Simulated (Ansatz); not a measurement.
**Quasi-harmonic thermodynamics of GaC (hypothetical, Pm-3m)**

Aim: the lattice, expansion, heat capacity and bulk modulus of GaC (hypothetical) as it warms. The compound is hypothetical: it was made by swapping elements on a known structure type.

Program: Ansatz 0.2.0. Level of theory: DFT PBEsol, scalar-relativistic, plane waves, PAW. Results are calculated unless marked as measured.

### 1. Set-up

It takes space group Pm-3m (No. 221, cubic). Conventional cell: a = 3.555 Å, b = 3.555 Å, c = 3.555 Å, α = 90.00°, β = 90.00°, γ = 90.00°. Nearest to Ga lie 8 C at 3.08 Å. Nearest to C lie 8 Ga at 3.08 Å. Farther neighbours are not listed.

### 2. Probe on a coarse mesh

Before spending time, one coarse run tells the gap and the pressure of the starting cell.

Contents of input.yaml:

```yaml
crystal:
  lattice:
    - [3.55547, 0.0, 0.0]
    - [0.0, 3.55547, 0.0]
    - [0.0, 0.0, 3.55547]
  atoms:
    - { symbol: Ga, position: [0.0, 0.0, 0.0] }
    - { symbol: C, position: [0.5, 0.5, 0.5] }
kpoints:
  mp_grid: { grid: [6, 6, 6] }
hamiltonian:
  xc: pbesol
scf:
  occupations: { method: gaussian, width: 0.1 }
output:
  forces: true
  stress: true
  eigenvalues: true
```

Launch:

```sh
$ ansatz run input.yaml --threads 4 --pin off --max-ram 8192MiB --backend cpu --events-out ev --progress --plain --runs-dir out
```

Numbers of over 12 decimals in the logs are rounded to 6 here.

Output:

```text
Engine: ansatz 0.2.0, aarch64-unknown-linux-gnu
Pseudopotentials: kind: paw
Pseudopotential: Ga, paw, valence charge 13, recommended cutoff 420 eV (normal), Ga.paw.azcp
Pseudopotential: C, paw, valence charge 4, recommended cutoff 420 eV (normal), C.paw.azcp
Functional definition: PBEsol
  exchange = pbesol_x
  correlation = pbesol_c
Crystal: 2 atoms, lattice volume = 44.946 Å³
Basis set: ecut = 420 eV, 895 PW (Γ), exchange–correlation on 48×48×48 points (8 copies of the dense FFT grid, shifted against one another)
Bands: 13, of which v1, the nominal top of the filled ones, is band 9 counted from 1 (8 counted from 0)
Symmetry: 48 space group operations
Space group: Pm-3m (ITA 221), of the structure as read, at distance tolerance 3.6e-5 Å
k-points: 20 of 216
Non-local potential: Ga, projectors of the file, l = 0: 2, l = 1: 2, l = 2: 3, l = 3: 1
Non-local potential: C, projectors of the file, l = 0: 2, l = 1: 2, l = 2: 1
PAW form: soft (Blöchl's): semilocal exchange-correlation on the pseudo side does not see the compensation charge
PAW frozen core: Ga, regenerated for the run's functional, and the local potential with it (the file was generated under x = pbe(κ = 0.804, μ = 0.219515), c = pbe(β = 0.066725))
PAW frozen core: C, regenerated for the run's functional, and the local potential with it (the file was generated under x = pbe(κ = 0.804, μ = 0.219515), c = pbe(β = 0.066725))
PAW one-centre angular grid: Ga, 590 points (default); XC on 64 Gauss nodes
PAW one-centre angular grid: C, 110 points (default); XC on 64 Gauss nodes
Initial density: superposition of atomic densities (neutral atoms: chi_scale 0, normalization atom), corrected by the library's trained network
Initial wavefunctions: pseudopotential atomic-orbital guess
Functional: x = pbesol(κ = 0.804, μ = 0.123457), c = pbesol(β = 0.046)
SCF iter   1: F=—  HF=-3983.512912 eV  |F-HF|=—  |Δ(HF+E_count)|=         —  Δρ=8.12e-3  dr2=5.18e-2  ethr=1.77e-3  ⟨swp⟩=5.0  Hψ=1297  notcnv=0
preconditioner: auto → none  [metal: Δε(μ)=0.100 eV  Ē_g=13.665 eV  σ=0.100 eV  W_gap=0.45  n_scr=6 (ndim 8)  ℏωp=22.8 eV  f_vac=0.000  D(μ)=2.28/eV (n_scr^D=18)  sad-step TF]
SCF iter   2: F=—  HF=-3983.506799 eV  |F-HF|=—  |Δ(HF+E_count)|=   6.11e-3  Δρ=5.70e-3  dr2=2.61e-2  ethr=3.05e-4  ⟨swp⟩=1.0  Hψ=420  notcnv=0
SCF iter   3: F=—  HF=-3983.501173 eV  |F-HF|=—  |Δ(HF+E_count)|=   5.63e-3  Δρ=9.94e-4  dr2=9.06e-4  ethr=1.53e-4  ⟨swp⟩=1.3  Hψ=266  notcnv=0
SCF iter   4: F=—  HF=-3983.500951 eV  |F-HF|=—  |Δ(HF+E_count)|=   2.22e-4  Δρ=2.94e-4  dr2=1.22e-5  ethr=5.33e-6  ⟨swp⟩=2.8  Hψ=420  notcnv=0
SCF iter   5: F=—  HF=-3983.500989 eV  |F-HF|=—  |Δ(HF+E_count)|=   3.77e-5  Δρ=4.35e-5  dr2=2.85e-7  ethr=7.15e-8  ⟨swp⟩=2.0  Hψ=421  notcnv=0
SCF iter   6: F=-3983.500990 eV  HF=-3983.500990 eV  |F-HF|=1.65e-9  |Δ(HF+E_count)|=   8.52e-7  Δρ=6.74e-6  dr2=1.35e-8  ethr=5.88e-10  ⟨swp⟩=5.5  Hψ=1160  notcnv=0
SCF 1 converged in 6 iterations: F = -3983.500990 eV  dr2 = 1.35e-8
  greatest PAW one-centre occupation: 0.995 electrons in one spin orbital (limit 2), on the Ga atom at site 0 (counted from 0), in its partial waves of l = 2
SCF converged after 6 iterations
Free energy (F): -3983.500990 eV
Harris-Foulkes:  -3983.500990 eV  (|F-HF|=1.65e-9)
Internal energy: -3983.490530 eV  (E = F + TS)
E sigma→0 (E₀):  -3983.495760 eV
Entropy (-TS):   -0.010460 eV (-5.230 meV/atom)
Fermi energy:    3.381219 eV
--- Per-component energies (eV) ---
  E_band       = -116.519204
  E_kinetic    = 180.659808
  E_local      = -2242.278422  (includes V_loc(G=0)·N_el)
  E_nonlocal   = 451.940703
  E_hartree    = 1004.948351
  E_xc         = -108.090030
  E_vxc        = -106.328541  (∫ρ·V_xc dr)
  E_paw        = -2039.745333  (= ΣΔE_a)
  E_vpaw       = -410.410107  (= ΣTr[D̂ρ^β])
  E_aug_tail   = -0.000089  (compensation charges beyond the density's cutoff)
  E_ewald      = -1231.809597
  E_core_change = 0.884078  (= ΣΔE_core)
  E_smearing   = -0.010460  (= −TS)
  E_closure    = -0.000000  (closes the sum)
  Σ components = -3983.500990   (vs F -3983.500990, Δ=0.00e0)
--- Forces (eV/Å), atoms counted from 1 ---
  atom   1  Ga    -0.00000000    -0.00000000    -0.00000000
  atom   2  C      0.00000000     0.00000000     0.00000000
  max |Σ_I F_I| component: 9.04e-31 eV/Å
--- Stress (GPa, compression-positive) ---
      -17.315157       0.000000       0.000000
        0.000000     -17.315157       0.000000
       -0.000000       0.000000     -17.315157
  P = ⅓ Tr σ = -17.3152 GPa (-173.152 kbar)
--- Band table (eV; the first three rows and the last of 20) ---
  k-point 0: bands = [... 5 lower, -6.6372, -0.0059, 3.4758, 3.4758, 3.4758, 10.4136, 10.4136, 10.4136]
  k-point 1: bands = [... 5 lower, -6.4201, -0.5073, 3.5270, 3.6239, 3.6239, 8.6838, 10.1751, 10.1751]
  k-point 2: bands = [... 5 lower, -5.8638, -1.6422, 3.9584, 3.9584, 4.0394, 6.7879, 9.6248, 9.6248]
  k-point 19: bands = [... 5 lower, -4.4033, 1.4335, 2.5613, 2.5613, 2.5613, 4.9884, 4.9884, 4.9884]
```

Elapsed: 0.33 s, on 4 threads of Arm Neoverse V2, shared host; peak memory 0.28 GiB; 0.84 s of CPU time.

The column dr2 measures how far the density is from self-consistency, as an energy; F and HF (Harris–Foulkes) agree once it is small.

This step gave:

- pressure: -17.32 GPa
- volume per atom: 22.47 Å³
- gap on the k-mesh: 0 eV

The start is under -17 GPa at this level and looks like a metal on this mesh.

### 3. A loose first relaxation

The start is far from rest, so a relaxation with loose thresholds first brings it near the minimum.

Changes to input.yaml since step 2:

```diff
@@ -18 +18,6 @@
   eigenvalues: true
+relax:
+  adjacent_minimum: "off"
+  f_tol: 0.05
+  max_steps: 80
+  cell: { stress_tol: 0.5 }
```

Output:

```text
[...]
Crystal: 2 atoms, lattice volume = 44.946 Å³
Basis set: ecut = 420 eV, 895 PW (Γ), exchange–correlation on 48×48×48 points (8 copies of the dense FFT grid, shifted against one another)
Bands: 13, of which v1, the nominal top of the filled ones, is band 9 counted from 1 (8 counted from 0)
Symmetry: 48 space group operations
[...]
k-points: 20 of 216
[...]
SCF iter   1: F=—  HF=-3983.512912 eV  |F-HF|=—  |Δ(HF+E_count)|=         —  Δρ=8.12e-3  dr2=5.18e-2  ethr=1.77e-3  ⟨swp⟩=5.0  Hψ=1297  notcnv=0
[...]
SCF iter   6: F=-3983.500990 eV  HF=-3983.500990 eV  |F-HF|=1.65e-9  |Δ(HF+E_count)|=   8.52e-7  Δρ=6.74e-6  dr2=1.35e-8  ethr=5.88e-10  ⟨swp⟩=5.5  Hψ=1160  notcnv=0
SCF 1 converged in 6 iterations: F = -3983.500990 eV  dr2 = 1.35e-8
[...]
relax step   1: F+E_penalty+E_count = -3983.50098954 eV  Δ(F+E_penalty+E_count) = +0.000e0 eV  max|allowed force component| = 4.602e-31 eV/Å  Δτ_max = 0.0000 Å  P = -17.315 GPa  Ω = 44.946 Å³  (6 SCF iters, dr2 threshold 1.00e-7 eV, accepted)
Crystal: 2 atoms, lattice volume = 38.688 Å³
Basis set: ecut = 420 eV, 739 PW (Γ), exchange–correlation on 48×48×48 points (8 copies of the dense FFT grid, shifted against one another)
[...]
iter 1 solved again at ethr=2.59e-5 eV; its pass at ethr=3.10e-3 eV (dr2=4.41e-3 eV) is discarded
[...]
SCF iter   6: F=-3984.234478 eV  HF=-3984.234478 eV  |F-HF|=5.65e-10  |Δ(HF+E_count)|=   2.95e-8  Δρ=2.38e-6  dr2=1.25e-9  ethr=8.36e-10  ⟨swp⟩=2.2  Hψ=922  notcnv=0
SCF 2 converged in 6 iterations: F = -3984.234478 eV  dr2 = 1.25e-9
relax step   2: F+E_penalty+E_count = -3984.23447842 eV  Δ(F+E_penalty+E_count) = -7.335e-1 eV  max|allowed force component| = 3.985e-31 eV/Å  Δτ_max = 0.0000 Å  P = -19.966 GPa  Ω = 38.688 Å³  energy of the carried Pulay correction = +5.124e-3 eV  (6 SCF iters, dr2 threshold 2.00e-7 eV, accepted)
Crystal: 2 atoms, lattice volume = 33.039 Å³
Basis set: ecut = 420 eV, 619 PW (Γ), exchange–correlation on 48×48×48 points (8 copies of the dense FFT grid, shifted against one another)
[...]
SCF iter   6: F=-3984.962349 eV  HF=-3984.962349 eV  |F-HF|=1.68e-10  |Δ(HF+E_count)|=   3.38e-9  Δρ=1.18e-6  dr2=1.57e-10  ethr=3.78e-11  ⟨swp⟩=1.1  Hψ=775  notcnv=0
SCF 3 converged in 6 iterations: F = -3984.962349 eV  dr2 = 1.57e-10
relax step   3: F+E_penalty+E_count = -3984.96234899 eV  Δ(F+E_penalty+E_count) = -7.279e-1 eV  max|allowed force component| = 3.533e-31 eV/Å  Δτ_max = 0.0000 Å  P = -20.625 GPa  Ω = 33.039 Å³  energy of the carried Pulay correction = +1.046e-2 eV  (6 SCF iters, dr2 threshold 2.00e-7 eV, accepted)
[...]
relax step   4: F+E_penalty+E_count = -3985.61119834 eV  Δ(F+E_penalty+E_count) = -6.488e-1 eV  max|allowed force component| = 1.578e-30 eV/Å  Δτ_max = 0.0000 Å  P = -19.751 GPa  Ω = 27.969 Å³  energy of the carried Pulay correction = +1.595e-2 eV  (6 SCF iters, dr2 threshold 2.00e-7 eV, accepted)
[...]
relax step   5: F+E_penalty+E_count = -3986.06666666 eV  Δ(F+E_penalty+E_count) = -4.555e-1 eV  max|allowed force component| = 1.249e-30 eV/Å  Δτ_max = 0.0000 Å  P = -9.233 GPa  Ω = 23.337 Å³  energy of the carried Pulay correction = +2.166e-2 eV  (6 SCF iters, dr2 threshold 2.00e-7 eV, accepted)
[...]
relax step   6: F+E_penalty+E_count = -3986.09933528 eV  Δ(F+E_penalty+E_count) = -3.267e-2 eV  max|allowed force component| = 2.104e-30 eV/Å  Δτ_max = 0.0000 Å  P = +8.411 GPa  Ω = 20.390 Å³  energy of the carried Pulay correction = +2.569e-2 eV  (6 SCF iters, dr2 threshold 2.00e-7 eV, accepted)
[...]
relax step   7: F+E_penalty+E_count = -3986.12579392 eV  Δ(F+E_penalty+E_count) = -2.646e-2 eV  max|allowed force component| = 9.532e-31 eV/Å  Δτ_max = 0.0000 Å  P = -0.077 GPa  Ω = 21.527 Å³  energy of the carried Pulay correction = +2.410e-2 eV  (7 SCF iters, dr2 threshold 2.00e-7 eV, accepted)
Basis set: ecut = 420 eV, 437 PW (Γ), exchange–correlation on 40×40×40 points (8 copies of the dense FFT grid, shifted against one another)
[...]
SCF iter   1: F=—  HF=-3986.121328 eV  |F-HF|=—  |Δ(HF+E_count)|=         —  Δρ=5.76e-4  dr2=1.56e-5  ethr=3.78e-8  ⟨swp⟩=2.8  Hψ=1981  notcnv=0
eigensolver tolerance schedule calibrated: the retry pair's looser diagonalisation under-reported the residual by θ = 0.59 (0.12/decade); ethr = c·dr2/N_el runs at the constant in force after the calibration composes with the one it found (an armed cap, an earlier calibration), c = 7.0e-2
[...]
SCF iter   2: F=—  HF=-3986.121334 eV  |F-HF|=—  |Δ(HF+E_count)|=   6.64e-6  Δρ=3.88e-4  dr2=9.87e-6  ethr=3.78e-8  ⟨swp⟩=2.0  Hψ=422  notcnv=0
[...]
SCF iter   6: F=-3986.121338 eV  HF=-3986.121338 eV  |F-HF|=9.09e-13  |Δ(HF+E_count)|=  7.55e-11  Δρ=1.71e-7  dr2=1.17e-12  ethr=1.00e-12  ⟨swp⟩=1.9  Hψ=774  notcnv=0
SCF 8 converged in 6 iterations: F = -3986.121338 eV  dr2 = 1.17e-12
relax step   8: F+E_penalty+E_count = -3986.12133779 eV  Δ(F+E_penalty+E_count) = +4.456e-3 eV  max|allowed force component| = 1.085e-30 eV/Å  Δτ_max = 0.0000 Å  P = -0.324 GPa  Ω = 21.527 Å³  stress off target by 3.24e-1 GPa  SCF on the basis re-selected at this cell (its energy is not comparable with the rows above)  (6 SCF iters)
basis re-selected at this cell: Δ(F+E_penalty+E_count) = +4.456e-3 eV, ΔP = -0.247 GPa vs the last step (what re-selecting the basis moved, of the pressure what is left beyond the Pulay correction that the steps carried, after the strain that the cell walked since its last selection, with what the two solves' SCF thresholds leave and, on support functions, any second-order correction that the steps lacked; it is no measure of the basis error at this ecutwfc). The dense FFT grid was sized anew with the basis: this SCF ran on 20×20×20 points, the steps before it on 24×24×24, so part of this shift can come from that change (see relax.cell in the input reference). [rest of the remark cut]
SCF converged after 6 iterations
Free energy (F): -3986.121338 eV
[...]
Internal energy: -3986.111462 eV  (E = F + TS)
E sigma→0 (E₀):  -3986.116400 eV
Entropy (-TS):   -0.009876 eV (-4.938 meV/atom)
Fermi energy:    12.127649 eV
[...]
--- Stress (GPa, compression-positive) ---
       -0.323835      -0.000000      -0.000000
       -0.000000      -0.323835      -0.000000
       -0.000000      -0.000000      -0.323835
  P = ⅓ Tr σ = -0.3238 GPa (-3.238 kbar)
--- Band table (eV; the first three rows and the last of 20) ---
  k-point 0: bands = [... 5 lower, -2.4783, 11.9042, 11.9042, 11.9042, 13.4707, 21.0181, 21.0181, 26.1108]
  k-point 1: bands = [... 5 lower, -2.4748, 8.9667, 12.2819, 12.2819, 14.9254, 21.4773, 21.6464, 25.1267]
  k-point 2: bands = [... 5 lower, -1.1333, 5.2275, 13.1831, 13.1831, 16.3061, 20.2365, 22.8654, 23.0313]
  k-point 19: bands = [... 5 lower, 5.0442, 9.8860, 9.8860, 9.8860, 13.0998, 13.0998, 13.0998, 14.4420]
--- Relaxed structure (7 steps of the walk, 7 accepted, 1 SCFs on fresh bases) ---
  F+E_penalty+E_count = -3986.12133779 eV   max|allowed force component| = 1.085e-30 eV/Å   (the final SCF, on the basis selected at the relaxed cell)
  cell:  # Å, volume = 21.5271 Å³
    - [2.781815, 0, 0]
    - [0, 2.781815, 0]
    - [0, 0, 2.781815]
  atoms:
    - { symbol: Ga, position: [0, 0, 0] }
    - { symbol: C, position: [0.500000, 0.5, 0.500000] }
```

Run time: 2.2 s. Hardware: 4 threads; peak memory 0.3 GiB.

The steps of the relaxation:

```csv
step,energy less that of the first step (eV),largest force component (eV/Å),pressure (GPa),volume (Å³)
1,0.0000,0.0000,-17.32,44.95
2,-0.7335,0.0000,-19.97,38.69
3,-1.4614,0.0000,-20.62,33.04
4,-2.1102,0.0000,-19.75,27.97
5,-2.5657,0.0000,-9.23,23.34
6,-2.5983,0.0000,8.41,20.39
7,-2.6248,0.0000,-0.08,21.53
8*,-2.6203,0.0000,-0.32,21.53
```

Relaxation steps marked * repeat the geometry before them on a plane-wave basis chosen anew for their cell, so energy and pressure can jump there.

Forces are held to the 48 operations that the run works with; a distortion that breaks them can't arise in this run.

```csv
cell as run,before,after,change
a (Å),3.555,2.782,-21.8 %
b (Å),3.555,2.782,-21.8 %
c (Å),3.555,2.782,-21.8 %
volume (Å³/atom),22.47,10.76,-52.1 %
```

Final coordinates:

```xyz
2
Lattice="2.7818 0.0000 0.0000 0.0000 2.7818 0.0000 0.0000 0.0000 2.7818" Properties=species:S:1:pos:R:3 pbc="T T T"
Ga    0.0000    0.0000    0.0000
C     1.3909    1.3909    1.3909
```

Numbers from this step:

- pressure: -0.3238 GPa
- volume per atom: 10.76 Å³

The relaxation ends with a pressure of -0.32 GPa.

### 4. Finding the static equilibrium

Phonons are second derivatives about a minimum, so cell and atoms are relaxed first, inside the symmetry of the start.

input.yaml, the sections that differ from step 3:

```yaml
crystal:
  lattice:
    - [2.7818150682, 0.0, 0.0]
    - [0.0, 2.7818150682, 0.0]
    - [0.0, 0.0, 2.7818150682]
  atoms:
    - { symbol: Ga, position: [0.0, 0.0, 0.0] }
    - { symbol: C, position: [0.5, 0.5, 0.5] }
kpoints:
  mp_grid: { grid: [16, 16, 16] }
relax:
  adjacent_minimum: "off"
  f_tol: 0.005
  max_steps: 80
  cell: { stress_tol: 0.05 }
# hamiltonian, scf, output: as in step 3
```

Output:

```text
[...]
Crystal: 2 atoms, lattice volume = 21.527 Å³
Basis set: ecut = 420 eV, 437 PW (Γ), exchange–correlation on 40×40×40 points (8 copies of the dense FFT grid, shifted against one another)
Bands: 13, of which v1, the nominal top of the filled ones, is band 9 counted from 1 (8 counted from 0)
Symmetry: 48 space group operations
[...]
k-points: 165 of 4096
[...]
k-point 164: bands = [... 5 lower, 5.2876, 10.0703, 10.0703, 10.0703, 13.2433, 13.2433, 13.2433, 14.6728]
--- Relaxed structure (3 steps of the walk, 3 accepted, 1 SCFs on fresh bases) ---
[...]
cell:  # Å, volume = 21.3047 Å³
    - [2.772202, 0, 0.0]
    - [0, 2.772202, 0]
    - [0.0, 0, 2.772202]
  atoms:
    - { symbol: Ga, position: [0, 0, 0] }
    - { symbol: C, position: [0.5, 0.5, 0.5] }
[key lines of the parts left out:]
SCF converged after 6 iterations
Free energy (F): -3986.135575 eV
Fermi energy:    12.444637 eV
P = ⅓ Tr σ = -0.0116 GPa (-0.116 kbar)
```

Elapsed: 2.8 s, on 4 threads; peak memory 0.35 GiB; 9.7 s of CPU time.

The steps of the relaxation:

```csv
step,energy less that of the first step (eV),largest force component (eV/Å),pressure (GPa),volume (Å³)
1,0.0000,0.0000,-1.48,21.53
2,-0.0013,0.0000,-0.30,21.35
3,-0.0014,0.0000,0.01,21.30
4*,-0.0010,0.0000,-0.01,21.30
```

Relaxation steps marked * repeat the geometry before them on a plane-wave basis chosen anew for their cell, so energy and pressure can jump there.

The run keeps the 48 symmetry operations that it works with, so distortions that break them were not tested.

```csv
"conventional cell, symmetrised",before,after,change
a (Å),2.782,2.772,-0.3 %
b (Å),2.782,2.772,-0.3 %
c (Å),2.782,2.772,-0.3 %
volume (Å³/atom),10.76,10.65,-1.0 %
```

Final coordinates:

```xyz
2
Lattice="2.7722 0.0000 0.0000 0.0000 2.7722 0.0000 0.0000 0.0000 2.7722" Properties=species:S:1:pos:R:3 pbc="T T T"
Ga    0.0000    0.0000    0.0000
C     1.3861    1.3861    1.3861
```

Numbers from this step:

| Item | Value |
| --- | --- |
| pressure | -0.01158 GPa |
| volume per atom | 10.65 Å³ |

The relaxation ends with a pressure of -0.01 GPa.

### 5. Tight relaxation

The relaxation is repeated with tighter thresholds on force and stress, since phonons are sensitive to what is left; a change of mesh or smearing in the input moves the cell too.

input.yaml, the sections that differ from step 4:

```yaml
crystal:
  lattice:
    - [2.7722020432, 0.0, 0.0]
    - [0.0, 2.7722020432, 0.0]
    - [0.0, 0.0, 2.7722020432]
  atoms:
    - { symbol: Ga, position: [0.0, 0.0, 0.0] }
    - { symbol: C, position: [0.5, 0.5, 0.5] }
scf:
  occupations: { method: methfessel_paxton, width: 0.15 }
relax:
  adjacent_minimum: "off"
  f_tol: 0.001
  max_steps: 60
  cell: { stress_tol: 0.01 }
# kpoints, hamiltonian, output: as in step 4
```

Output:

```text
[...]
Crystal: 2 atoms, lattice volume = 21.305 Å³
Basis set: ecut = 420 eV, 437 PW (Γ), exchange–correlation on 40×40×40 points (8 copies of the dense FFT grid, shifted against one another)
Bands: 13, of which v1, the nominal top of the filled ones, is band 9 counted from 1 (8 counted from 0)
Symmetry: 48 space group operations
[...]
k-points: 165 of 4096
[...]
k-point 164: bands = [... 5 lower, 5.2910, 10.0729, 10.0729, 10.0729, 13.2460, 13.2460, 13.2460, 14.6771]
--- Relaxed structure (2 steps of the walk, 2 accepted, 1 SCFs on fresh bases) ---
[...]
cell:  # Å, volume = 21.3009 Å³
    - [2.772038, 0, 0.0]
    - [0, 2.772038, 0]
    - [0.0, 0, 2.772038]
  atoms:
    - { symbol: Ga, position: [0, 0, 0] }
    - { symbol: C, position: [0.5, 0.5, 0.5] }
[key lines of the parts left out:]
SCF converged after 4 iterations
Free energy (F): -3986.133002 eV
Fermi energy:    12.449258 eV
P = ⅓ Tr σ = -0.0072 GPa (-0.072 kbar)
```

The job ended after 2 s (4 threads; peak memory 0.35 GiB).

Little changed from the start: no atom moved by 0.005 Å and no cell edge by 0.1 %.

This step gave:

```
pressure : -0.007166 GPa
```

The residual pressure is -0.0072 GPa, small enough for phonons.

(Part 1 of 3 ends here.)

[Logs are printed without paths, hosts, clocks, repeated set-up lines and the standing remarks that a program may print on its own settings, such as how far it seeks lower states.]

[Hosts, paths, dates, database ids (printed as entryN), source tags and the programs' standing remarks are cut or masked in the printed files.]

[A step with changed settings may run another functional than the one named; its input shows which.]

[Pressures of single members of a volume series are the stress at the run's cutoff; with an incomplete basis they can lie off −dE/dV of the same runs, and they are not shown converged.]
